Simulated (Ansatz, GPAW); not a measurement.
# Reading EPR parameters

A crystal has the composition KRb2MF6, where M is a 3d element. A calculation (PBE+U, spin-orbit coupling in second variation, Ansatz) gives:

- S: 3/2
- g: 1.9797 (isotropic)
- moment in its sphere: 2.43 μB

Q: Name the magnetic ion and its oxidation state.

The crystal is KRb2CrF6, space group Fm-3m. The spin sits on Cr, with 6 F at 1.94 Å round it. With the usual charges of the other elements M must be +3. High-spin ions of that charge with S = 3/2 are d3 and d7, Cr and Ni; the sign of the g shift picks Cr³⁺ d³. Low-spin ions are left aside. The shift is negative: in a shell less than half full the orbital moment opposes the spin.

[Hosts, paths, dates, database ids (printed as entryN), source tags and the programs' standing remarks are cut or masked in the printed files.]
